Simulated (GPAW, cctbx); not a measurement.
## Mg3Mn3VSb: deformation density and structure factors from DFT

Question: by how much does bonding change the X-ray structure factors of Mg3Mn3VSb, how firmly does DFT give the change, and what does a routine refinement make of it?

The start was made by putting kin elements into a known structure type; the compound need not exist, or be stable, in this form. All numbers below are calculated.

**1. Find the equilibrium geometry**

The density hangs on the geometry, so cell and atoms are relaxed first, with the symmetry held. The cutoff is set higher than for the density because stress converges slowly with plane waves.

Settings: GPAW 26.7.0, PBE, 570 eV, 4×4×4 k-points, Fermi–Dirac width 0.1 eV, spin-polarised, BFGS to 0.03 eV/Å.

```text
cell
1.0
    -4.662000000    0.000000000    0.000000000
     0.000000000    3.024500000    5.034000000
     0.000000000    3.024500000   -5.034000000
Sb Mn V Mg
1 3 1 3
Direct
0.500000000 0.671500000 0.328500000
0.000000000 0.336000000 0.664000000
0.000000000 0.822000000 0.659600000
0.000000000 0.340400000 0.178000000
0.000000000 0.839300000 0.160700000
0.500000000 0.166500000 0.833500000
0.500000000 0.670000000 0.833200000
0.500000000 0.166800000 0.330000000
```

```console
$ OMP_NUM_THREADS=1 mpirun -n 4 gpaw python run.py > gpaw.log
```

```text
BFGS:    0      -45.075534        0.430243
BFGS:    1      -45.088421        0.382633
BFGS:    2      -45.156593        0.364973
BFGS:    3      -45.163081        0.337641
...
BFGS:   12      -45.220560        0.039636
BFGS:   13      -45.220997        0.033183
BFGS:   14      -45.221491        0.024404
cell  4.6440 5.8526 5.8526  119.79 90.00 90.00
volume 138.045 A^3, largest force 0.022 eV/A, largest stress 0.20 GPa
```

After 14 steps the volume has changed by -2.8 % and the energy by -0.146 eV; the largest stress left is 0.20 GPa. It took 20 min on 4 cores of Intel(R) Xeon(R) Platinum 8488C (Sapphire Rapids) (shared host), peak memory 2.1 GiB.

Relaxed structure: Amm2 (no. 38), a = 4.6440 Å, b = 5.8708 Å, c = 10.1266 Å, α = 90.00°, β = 90.00°, γ = 90.00°.

```csv
atom,mult.,x,y,z
Sb1,2,1/2,1/2,0.1709
Mn1,2,0,1/2,5/6
Mn2,4,0,0.7608,0.0765
V1,2,0,1/2,0.3508
Mg1,2,1/2,1/2,0.6670
Mg2,4,1/2,0.7418,0.9188
```

**2. Density and charge transfer**

X-rays see the whole electron density, so the PAW density is rebuilt with its core regions. Subtracting spherical free atoms from the same code cancels the cores and leaves the deformation density Δρ, the part due to bonding.

Settings: PBE, 450 eV, 5×5×5 k-points, Fermi–Dirac width 0.1 eV, spin-polarised; primitive cell of 8 atoms.

```console
$ OMP_NUM_THREADS=1 mpirun -n 4 gpaw python run.py > gpaw.log
```

```text
|iter:   1|       0s |  -45.089925 | +0.54 |       | +14.0413|
|iter:   2|       4s |  -44.486824 | -1.14 | -1.16 | +13.9035|
|iter:   3|       9s |  -44.317606 | -1.42 | -1.27 | +13.4723|
...
|iter:  26|     111s |  -45.035011c| -5.89 | -3.90 |  +7.0041|
|iter:  27|     115s |  -45.035033c| -6.75 | -4.26c|  +7.0018|
|iter:  28|     117s |  -45.035034c| -7.48c| -4.81c|  +7.0023|
```

```text
grid (48, 60, 60)  electrons 185.000  moved by bonding 1.171 e
deformation density beyond 0.5 A of the nuclei: max 0.215, min -0.201 e/A^3
atom        x       y       z   Voronoi charge  moment
Sb1    0.5000  0.3291  0.6709      0.028      -0.00
Mn2    0.0000  0.6667  0.3333     -0.120       3.30
Mn3    0.0000  0.6843  0.8372     -0.109       3.11
Mn4    0.0000  0.1628  0.3157     -0.109       3.11
V 5    0.0000  0.1492  0.8508     -0.099      -2.13
Mg6    0.5000  0.8330  0.1670      0.144      -0.04
Mg7    0.5000  0.8231  0.6606      0.133      -0.03
Mg8    0.5000  0.3394  0.1769      0.133      -0.03
mean inner potential of superposed free atoms 19.158 V
total magnetic moment 7.002 muB
```

Deformation density in a plane through the shortest contact of the Mn atom at the origin, in 0.01 e/Å³ (clipped at ±99); x from -1.6 to 4.3 Å, y from 2.4 down to -2.4 Å:

```text
  .   .   2   0   2   1   0   .   .   0  -3   1   1  -3  -5   .
 10  -1   0   3   4   3   1   8   .   6  -1   2   2  -1   8   .
 -2  -3   1   3   4   3   0  -3   2   4   4   4   4   3   1  -2
  1   0   1   2   3   2   1   2   3   5   5   4   3   3   2   0
  1   1   0  -2   2  -2   0   3   4   3   3   3   0   1   1   1
  1   0  -2  -3   .  -1  -1   4   4   2   7   .   5   1   1   1
  0   0   3   .   .   .   7   5   4   5   .   .   .   4   0   1
  0  -1  -3   1   .  -5   1   5   4   3   2   .  11  -1  -1   0
  0   0  -1  -2   1  -3   1   4   4   2   0   4   1  -1   0   0
 -1   0   0   1   1   1   2   3   4   3   1   1   0   0   0   0
 -2  -2   1   2   2   1   0  -1   2   2   2   1   1   0  -1  -2
  6   0   0   2   2   1  -1  -3  11   0   0   1   1   0   1  -1
  .   .   0   1   1  -2   9   .   .  -2  -2   1   0  -3  16   .
```

Atoms in or within 0.15 Å of the plane: Mn (0.0, 0.0), Mn (1.5, 2.4), V (2.7, 0.0) Å. Dots mark points within about 0.45 Å of a nucleus; large values next to them are atomic features.

Mn gains most (-0.11 e) and Mg loses most (+0.14 e), in averages over each element's sites, which isn't the order of electronegativity: valence and coordination count too, and Voronoi cells cut space at the midplane whatever the atoms' sizes. Such charges fall far short of formal ones, since overlapping free atoms already put density on their neighbours. Along the shortest contact from the Mn atom at the map's origin, Mn–V at 2.68 Å, Δρ is +0.05 e/Å³ at the midpoint; the highest value on the line, +0.18, lies at the edge of the range, 0.5 Å from Mn, and is an atomic rather than a bond feature: little piles up between the atoms, as is usual in a metallic crystal, which this run finds. At the midpoints of other shortest contacts it is +0.01 (Mn–Mn, 2.81 Å), +0.01 (Mn–Mg, 2.82 Å), -0.01 (Mg–Mg, 2.84 Å) and 0.00 (V–Mg, 2.86 Å) e/Å³. Point values carry grid noise of about 0.01 e/Å³. The cell's moment is 7.00 μB; the largest inside an atomic sphere is 3.30 μB. The run needed 28 iterations, 2.2 min.

**3. From the density to structure factors**

The Fourier components of Δρ, added to those of the free atoms, give the static X-ray structure factors; the Mott–Bethe relation turns them into the Fourier components V of the potential that fast electrons feel.

```text
static structure factors of the conventional cell: F in electrons, V (Mott-Bethe) in volts
   h  k  l      d  |F| table  |F| free   |F| DFT   change   |V| free  |V| DFT  change %
   0  1  1  5.0790    62.381    62.317    62.099   -0.218     1.532    1.619      5.7
   0  0  2  5.0633    62.099    62.024    61.710   -0.314     1.163    1.295     11.4
   1  0  0  4.6440    18.925    18.915    20.466    1.551     1.104    0.549    -50.3
   1  1  1  3.4273    80.048    80.041    80.340    0.299     1.999    1.939     -3.0
   1  0  2  3.4225    81.793    81.773    82.129    0.356     2.246    2.178     -3.0
   0  2  0  2.9354    63.990    64.010    64.070    0.060     1.596    1.587     -0.5
   0  1  3  2.9263    73.590    73.605    73.734    0.129     1.613    1.594     -1.1
   0  2  2  2.5395   145.478   145.118   145.107   -0.011     4.764    4.763     -0.0
   0  0  4  2.5316   131.214   130.888   130.764   -0.124     4.395    4.406      0.2
   1  2  0  2.4813    67.805    67.823    68.034    0.211     1.381    1.360     -1.6
   1  1  3  2.4758    59.148    59.222    59.258    0.037     1.376    1.373     -0.2
   2  0  0  2.3220   275.337   274.563   274.086   -0.476     8.543    8.585      0.5
   1  2  2  2.2281   230.943   230.249   229.532   -0.718     7.015    7.074      0.8
   1  0  4  2.2228   235.618   234.908   234.245   -0.663     7.085    7.139      0.8
```

The largest X-ray change is +1.55 e on 100, 8.2 % of |F|. For electrons V goes as (Z − F)/g², so a change of F counts against Z − F, which is small at low angle and wherever the atoms' terms cancel: |V| of 100 moves by -50.3 % (1.10 to 0.55 V) against +8.2 % in |F|. These compare absolute values; so weak a component may also change sign. The last three rows still change by up to 0.72 e; the table stops while the angles are still low. The tabulated Hartree–Fock atoms differ from the free DFT atoms by up to 0.77 e, so the choice of reference atom matters too.

**4. Convergence**

Cutoff and k-mesh: one is changed at a time, to find what the result needs.

```csv
run,ΔF 100 (e),ΔF 200 (e),ΔF 102 (e),q(Mn) (e),moved (e),time
450 eV 5×5×5,+1.551,-0.476,+0.356,-0.113,1.171,2.2 min
250 eV 5×5×5,+1.541,-0.488,+0.345,-0.111,1.239,61 s
350 eV 5×5×5,+1.549,-0.483,+0.353,-0.112,1.175,1e+02 s
750 eV 5×5×5,+1.550,-0.475,+0.357,-0.112,1.174,4.6 min
450 eV 2×2×2,+1.655,-0.521,+0.341,-0.120,1.184,49 s
450 eV 3×3×3,+1.515,-0.517,+0.358,-0.110,1.181,46 s
```

Within 0.03 e of the base on all three: 250 eV 5×5×5, 350 eV 5×5×5 and 750 eV 5×5×5; the cheapest takes 0.45 of the base's time. The largest error, 0.104 e, comes with 450 eV 2×2×2. Times are from shared hosts.

**5. What a spherical-atom refinement makes of it**

Routine crystallography fits spherical atoms. To see the bias, intensities are simulated from tabulated atoms plus the DFT change ΔF, so that bonding alone can misfit (6330 reflections of the full sphere, merged to the counts below, to 0.45 Å, 0.5 % proportional noise plus counting noise, assumed isotropic U as listed, Δρ smeared by the mean U) and refined with cctbx over different ranges.

| range | data | R1 | GooF | U Sb1 (true 0.0043) | U Mn1 (true 0.0056) | U Mn2 (true 0.0056) | U V1 (true 0.0057) | largest shift (Å) | Δρ max, min (e/Å³) |
| --- | --- | --- | --- | --- | --- | --- | --- | --- | --- |
| all data | 1794 | 0.0068 | 0.94 | 0.0043 | 0.0056 | 0.0056 | 0.0057 | 0.0007 | 0.37, -0.29 |
| low resolution, d > 0.84 | 299 | 0.0045 | 1.03 | 0.0044 | 0.0055 | 0.0056 | 0.0058 | 0.0022 | 0.12, -0.13 |
| high order, d < 0.75 | 1384 | 0.0080 | 0.93 | 0.0043 | 0.0056 | 0.0056 | 0.0057 | 0.0012 | 0.29, -0.22 |
| occupancies free, d > 0.7 | 512 | 0.0053 | 1.00 | 0.0043 | 0.0056 | 0.0057 | 0.0059 | 0.0019 | 0.18, -0.18 |

With all data GooF is 0.94, so at this noise the bonding hardly shows; the top residual peak lies 1.66 Å from Mn and 1.66 Å from Mn, between them. No U is off by more than 3 s.u. at low resolution. With Sb1 held at 1 and the scale free, the other occupancies refine to Mn1 1.001(0.002), Mn2 1.000(0.002), V1 1.001(0.002) and Mg1 1.000(0.003), within three s.u. of full.

**6. Answer**

Bonding moves 1.17 e in the primitive cell of Mg3Mn3VSb and changes the structure factors of the conventional cell in the table above by at most 1.55 e (100, 8.2 %). The shortest bond, Mn–V, has Δρ = +0.05 e/Å³ at its midpoint, with no localised bond charge. Within 0.03 e of the base on all three: 250 eV 5×5×5, 350 eV 5×5×5 and 750 eV 5×5×5; the cheapest takes 0.45 of the base's time. The largest error, 0.104 e, comes with 450 eV 2×2×2. With all data GooF is 0.94, so at this noise the bonding hardly shows. Limits: static density, frozen cores, no spin–orbit coupling; a ferromagnetic start is the only order tried, and the real ground state may be antiferromagnetic or insulating.

[Outputs are excerpts: Python notices, other lines and further rows are left out; steps that failed or that the build refused (PBEsol, TPSS) are not shown.]

[Logs are printed without paths, hosts, clocks, repeated set-up lines and the standing remarks that a program may print on its own settings, such as how far it seeks lower states.]
